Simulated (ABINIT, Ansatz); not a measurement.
# Ba2H6Os (Fm-3m): G0W0 with ABINIT, start to end, part 2 of 2

How does a plane-wave GW calculation on Ba2H6Os (Fm-3m) run from the first input to the gap?

ABINIT 10.8.3; LDA and many-body steps on it, plane waves. Known limits of the many-body steps: not at the basis limit; no spin polarisation; d states lean on the start; no spin-orbit coupling; coarse k mesh.

So far. Step 2 (Ground state): The gap is indirect, with the least direct gap 0.28 eV higher. Step 3 (Empty states on the mesh, 2×2×2 mesh, 258 bands): On this mesh the gap is 1.777 eV.

### Step 4. Screening, 2×2×2 mesh, 236 bands, screening to 176.9 eV

The RPA dielectric matrix is built and inverted for each q.

This step: RPA screening on LDA, plane waves, norm-conserving pseudopotentials.

Input file run.abi:

```
acell 3*1.0 Angstrom
rprim 
  -0.000000000000 4.046207840000 4.046207840000
  4.046207840000 0.000000000000 4.046207840000
  4.046207840000 4.046207840000 0.000000000000
ntypat 3
znucl 56 1 76
natom 9
typat 1 1 2 2 2 2 2 2 3
xred 
  0.750000000000 0.750000000000 0.750000000000
  0.250000000000 0.250000000000 0.250000000000
  0.785917090000 0.785917090000 0.214082910000
  0.214082910000 0.785917090000 0.214082910000
  0.785917090000 0.214082910000 0.214082910000
  0.214082910000 0.214082910000 0.785917090000
  0.785917090000 0.214082910000 0.785917090000
  0.214082910000 0.785917090000 0.785917090000
  0.000000000000 0.000000000000 0.000000000000
pp_dirpath "pseudos"
pseudos "Ba.upf, H.upf, Os.upf"
ecut 33
ngkpt 2 2 2
nshiftk 1
shiftk 0 0 0
kptopt 1
chksymbreak 0
istwfk *1
occopt 1
irdwfk 1
optdriver 3
nband 236
ecuteps 6.5
inclvkb 2
awtr 1
symchi 1
indata_prefix "in"
outdata_prefix "out"
tmpdata_prefix "tmp"
```

Started as:

```sh
> OMP_NUM_THREADS=1 mpirun -n 4 abinit run.abi > log
```

Numbers of over 12 decimals in the logs are rounded to 6 here.

The log of the run:

```text
.Version 10.8.3 of ABINIT. v10.8.2 released Aug 2026.

 Symmetries : space group Fm -3 m (#225); Bravais cF (face-center cubic)
[... echo of the input left out ...]
== DATASET  1 ==================================================================
-   mpi_nproc: 4, omp_nthreads: 1 (-1 if OMP is not activated)

--- !DatasetInfo
iteration_state: {dtset: 1, }
dimensions: {natom: 9, nkpt: 3, mband: 236, nsppol: 1, nspinor: 1, nspden: 1, mpw: 8144, }
cutoff_energies: {ecut:  33.0, pawecutdg:  -1.0, }
electrons: {nelect:   4.20000000E+01, charge:   0.00000000E+00, occopt:   1.00000000E+00, tsmear:   1.00000000E-02, }

 SCREENING: Calculation of the susceptibility and dielectric matrices

 Based on a program developped by R.W. Godby, V. Olevano, G. Onida, and L. Reining.
 Incorporated in ABINIT by V. Olevano, G.-M. Rignanese, and M. Torrent.
.Using double precision arithmetic ; gwpc =  8

[... cell and pseudopotentials left out ...]
--------------------------------------------------------------------------------

 ==== K-mesh for the wavefunctions ====
 Number of points in the irreducible wedge :     3
[... list of points left out ...]
 Together with 48 symmetry operations and time-reversal symmetry
 yields     8 points in the full Brillouin Zone.

 ==== Q-mesh for the screening function ====
 Number of points in the irreducible wedge :     3
[... list of points left out ...]
 Together with 48 symmetry operations and time-reversal symmetry
 yields     8 points in the full Brillouin Zone.

 setmesh: FFT mesh size selected  =    45x   45x   45
          total number of points  =        91125

 vcoul_init : cutoff-mode = AUXILIARY_FUNCTION
 q-points for optical limit:   1
     1)      0.000010    0.000020    0.000030

- screening: taking advantage of time-reversal symmetry
- Maximum band index for partially occupied states nbvw = 21
- Remaining bands to be divided among processors   nbcw = 215
- Number of bands treated by each node ~53

 Number of electrons calculated from density =   42.0000; Expected =   42.0000
 average of density, n =  0.046976
 r_s =    1.7193
 omega_plasma =   20.9071 [eV]

 calculating chi0 at frequencies [eV] :
  1    0.000000E+00    0.000000E+00
  2    0.000000E+00    2.090714E+01

--------------------------------------------------------------------------------
  q-point number  1        q = ( 0.000000, 0.000000, 0.000000) [r.l.u.]
--------------------------------------------------------------------------------
[... chi0 elements left out ...]
 For q-point:  0.000010 0.000020 0.000030
  dielectric constant =   4.5288
  dielectric constant without local fields =   5.6056

  Average fulfillment of the sum rule on Im[epsilon] for q-point    1 :     87.19  [%]
[... wings left out ...]
  q-point number  2        q = ( 0.500000, 0.000000, 0.000000) [r.l.u.]
--------------------------------------------------------------------------------
[... chi0 elements left out ...]
  Average fulfillment of the sum rule on Im[epsilon] for q-point    2 :     91.73  [%]

 [... 1 further q-points ...]
```

It took 46 s on 4 MPI ranks of Intel Xeon 6975P-C (Granite Rapids), shared host; peak memory 2.3 GiB.

This step gave:

```yaml
eps_infinity_with_local_fields_on_this_mesh_along_the_program_s_q_direction: 4.529
the_same_without_local_fields: 5.606
plasma_frequency: 20.91 eV
plane_waves_in_the_screening_matrix: 725
```

Local fields lower ε∞ by 19 %. On a Γ-centred mesh this coarse the value itself is usually too large, while a short band sum pulls it down.

### Step 5. Self-energy, 2×2×2 mesh, 236 bands, screening to 176.9 eV

The self-energy is evaluated for the states that the input lists, and the levels follow from it, in one-shot runs by the linearised quasiparticle equation.

This step: G0W0 on LDA, plane waves, norm-conserving pseudopotentials.

run.abi, as its differences from that of step 4:

```diff
@@ -30,8 +30,17 @@
 irdwfk 1
-optdriver 3
+optdriver 4
 nband 236
+gwcalctyp 0
+ecutsigx 33
+symsigma 1
+nkptgw 2
+kptgw 
+  0.0000000000 0.0000000000 0.0000000000
+  0.5000000000 0.5000000000 0.0000000000
+bdgw 
+  19 23
+  20 23
 ecuteps 6.5
-inclvkb 2
-awtr 1
-symchi 1
+irdscr 1
+ppmodel 1
 indata_prefix "in"
```

The log of the run:

```text
.Version 10.8.3 of ABINIT. v10.8.2 released Aug 2026.

 Symmetries : space group Fm -3 m (#225); Bravais cF (face-center cubic)
[... echo of the input left out ...]
== DATASET  1 ==================================================================
-   mpi_nproc: 4, omp_nthreads: 1 (-1 if OMP is not activated)

--- !DatasetInfo
iteration_state: {dtset: 1, }
dimensions: {natom: 9, nkpt: 3, mband: 236, nsppol: 1, nspinor: 1, nspden: 1, mpw: 8144, }
cutoff_energies: {ecut:  33.0, pawecutdg:  -1.0, }
electrons: {nelect:   4.20000000E+01, charge:   0.00000000E+00, occopt:   1.00000000E+00, tsmear:   1.00000000E-02, }

 SIGMA: Calculation of the GW corrections

 Based on a program developped by R.W. Godby, V. Olevano, G. Onida, and L. Reining.
 Incorporated in ABINIT by V. Olevano, G.-M. Rignanese, and M. Torrent.
.Using double precision arithmetic ; gwpc =  8

[... cell and pseudopotentials left out ...]
--------------------------------------------------------------------------------

 ==== K-mesh for the wavefunctions ====
 Number of points in the irreducible wedge :     3
[... list of points left out ...]
 Together with 48 symmetry operations and time-reversal symmetry
 yields     8 points in the full Brillouin Zone.

 ==== Q-mesh for screening function ====
 Number of points in the irreducible wedge :     3
[... list of points left out ...]
 Together with 48 symmetry operations and time-reversal symmetry
 yields     8 points in the full Brillouin Zone.

 vcoul_init : cutoff-mode = AUXILIARY_FUNCTION
 q-points for optical limit:   1
     1)      0.000010    0.000020    0.000030
 setmesh: FFT mesh size selected  =    60x   60x   60
          total number of points  =       216000

 Number of electrons calculated from density =   42.0000; Expected =   42.0000
 average of density, n =  0.046976
 r_s =    1.7193
 omega_plasma =   20.9071 [eV]

 === KS Band Gaps ===
  >>>> For spin  1
   Minimum direct gap =   2.0584 [eV], located at k-point      :   0.5000  0.5000  0.0000
   Fundamental gap    =   1.7774 [eV], Top of valence bands at :   0.0000  0.0000  0.0000
                                       Bottom of conduction at :   0.5000  0.5000  0.0000
 SIGMA fundamental parameters:
 PLASMON POLE MODEL  1
 number of plane-waves for SigmaX                 7991
 number of plane-waves for SigmaC and W            725
 number of plane-waves for wavefunctions          7991
 number of bands                                   236
 number of independent spin polarizations            1
 number of spinorial components                      1
 number of k-points in IBZ                           3
 number of q-points in IBZ                           3
 number of symmetry operations                      48
 number of k-points in BZ                            8
 number of q-points in BZ                            8
 number of frequencies for dSigma/dE                 9
 frequency step for dSigma/dE [eV]                0.25
 number of omega for Sigma on real axis              0
 max omega for Sigma on real axis  [eV]           0.00
 zcut for avoiding poles [eV]                     0.10

 EPSILON^-1 parameters (SCR file):
 dimension of the eps^-1 matrix on file            725
 dimension of the eps^-1 matrix used               725
 number of plane-waves for wavefunctions          7991
 number of bands                                   236
 number of q-points in IBZ                           3
 number of frequencies                               2
 number of real frequencies                          1
 number of imag frequencies                          1

 matrix elements of self-energy operator (all in [eV])

 Perturbative Calculation

--- !SelfEnergy_ee
iteration_state: {dtset: 1, }
kpoint     : [   0.000,    0.000,    0.000, ]
spin       : 1
KS_gap     :    2.784
QP_gap     :    3.882
Delta_QP_KS:    1.098
data: !SigmaeeData |
     Band     E0 <VxcDFT>   SigX SigC(E0)      Z dSigC/dE  Sig(E)    E-E0       E
       19   4.636 -17.156 -19.723   2.737   0.779  -0.283 -17.024   0.132   4.768
       20   4.636 -17.156 -19.723   2.737   0.779  -0.283 -17.024   0.132   4.768
       21   4.636 -17.156 -19.723   2.737   0.779  -0.283 -17.024   0.132   4.768
       22   7.420 -12.009  -6.722  -3.789   0.821  -0.218 -10.779   1.230   8.650
       23   7.420 -12.009  -6.722  -3.789   0.821  -0.218 -10.779   1.230   8.650

--- !SelfEnergy_ee
iteration_state: {dtset: 1, }
kpoint     : [   0.500,    0.500,    0.000, ]
spin       : 1
KS_gap     :    2.058
QP_gap     :    3.023
Delta_QP_KS:    0.965
data: !SigmaeeData |
     Band     E0 <VxcDFT>   SigX SigC(E0)      Z dSigC/dE  Sig(E)    E-E0       E
       20   4.355 -16.488 -19.032   2.668   0.779  -0.283 -16.391   0.097   4.452
       21   4.355 -16.488 -19.032   2.668   0.779  -0.283 -16.391   0.097   4.452
       22   6.413 -11.458  -6.928  -3.245   0.825  -0.212 -10.397   1.061   7.475
       23   6.828  -9.386  -4.544  -3.701   0.834  -0.199  -8.434   0.952   7.780

== END DATASET(S) ==============================================================
================================================================================

 -outvars: echo values of variables after computation  --------
           etotal      0.0000000000E+00
            nband         236
             nkpt           3
          spgroup         225
 [... the other variables as echoed above ...]

 Calculation completed.
```

Run time: 44 s. Hardware: 4 MPI ranks; peak memory 2.2 GiB.

This step gave:

- G0W0 gap on the points computed: 2.707 eV
- starting gap on the mesh: 1.777 eV
- k of the valence top: 0, 0, 0
- k of the conduction bottom: 0.5, 0.5, 0
- Z at the valence top: 0.779
- Z at the conduction bottom: 0.825
- least direct G0W0 gap on the computed points: 3.023 eV

The gap on the mesh goes from 1.78 eV to 2.71 eV, a correction of +0.93 eV.

Limits: finite bands, cutoff and mesh; no spin polarisation; d states lean on the start; no spin-orbit coupling; coarse k mesh. v1 is the top filled band, c1 the lowest empty one. The levels before and after the correction (eV, zero at the valence-band top of each column):

|  | conduction bottom | valence top |
| --- | --- | --- |
| Kohn-Sham | 1.78 | 0.00 |
| G0W0 | 2.71 | 0.00 |

|  | level | energy (eV) |
| --- | --- | --- |
| Kohn-Sham | Γ v3-v1 | 0.000 |
| Kohn-Sham | Γ c1-c2 | 2.784 |
| Kohn-Sham | (0.5 0.5 0) v2-v1 | -0.281 |
| Kohn-Sham | (0.5 0.5 0) c1 | 1.777 |
| Kohn-Sham | (0.5 0.5 0) c2 | 2.192 |
| G0W0 | Γ v3-v1 | 0.000 |
| G0W0 | Γ c1-c2 | 3.882 |
| G0W0 | (0.5 0.5 0) v2-v1 | -0.316 |
| G0W0 | (0.5 0.5 0) c1 | 2.707 |
| G0W0 | (0.5 0.5 0) c2 | 3.012 |

### Step 6. Where the time went

Times are wall times on the hardware named with each run, good to a factor of about two.

| step | time | share | memory (GiB) |
| --- | --- | --- | --- |
| ground state | 21 s | 10 % | 0.51 |
| empty states on the mesh | 96 s | 46 % | 0.47 |
| screening | 46 s | 22 % | 2.3 |
| self-energy | 44 s | 21 % | 2.2 |

### Step 7. Outcome

| Quantity | Value |
| --- | --- |
| LDA gap | 1.78 eV, indirect |
| G0W0 gap on the mesh | 2.71 eV |
| GW settings | 2×2×2 mesh, 236 bands, screening to 176.9 eV, Godby-Needs plasmon pole |
| known limits | not at the basis limit; no spin polarisation; d states lean on the start; no spin-orbit coupling; coarse k mesh |

**Reading.** G0W0 moves the gap on the mesh from 1.78 eV to 2.71 eV (+0.93 eV), with Z of 0.78 and 0.82 at the edges. Local fields lower the RPA ε∞ on this mesh from 5.61 to 4.53; a Γ-centred mesh this coarse tends to raise both, most where the direct gap is narrow, while a short band sum lowers them. Only 2 of the mesh's irreducible points were corrected, so a valley elsewhere could overtake. The dearest step here is «empty states on the mesh». Bands and cutoff are finite, so the gap is not at the basis limit. The miss can reach some tenths of an eV and take either sign; the mesh is an error of its own. In the G0W0 run levels were corrected at 2 k points alone, so a gap called «on the mesh» is the least over those, and an edge elsewhere would be missed. The 2×2×2 mesh is coarse for this cell, which bears on the long-range parts of exchange and screening. The runs have no spin polarisation. For a closed low-spin shell that is the natural state; where a d or f shell is open it is a constraint, and the gap is then not the crystal's own. With d states at the gap, one-shot GW leans hard on its start. The many-body steps are scalar-relativistic: spin-orbit coupling is not in them.

[Paths, hosts, dates, memory and timing lines, banners, echoed tables and standing remarks are left out of the program output.]

[Logs are printed without paths, hosts, clocks, repeated set-up lines and the standing remarks that a program may print on its own settings, such as how far it seeks lower states.]

[Runs of the session that timed out or met a known fault of the program may be left out.]

[Hosts, paths, dates, database ids (printed as entryN), source tags and the programs' standing remarks are cut or masked in the printed files.]

[G0W0 gaps are taken among the corrected bands and points alone; a level outside them can change the order at an edge.]

[Where Ansatz stands beside ABINIT at settings called matched, ABINIT's density can come from a denser mesh and the files from another edition; pairs whose starting gaps differed by over 0.03 eV were left out, so agreement reads better than it is.]
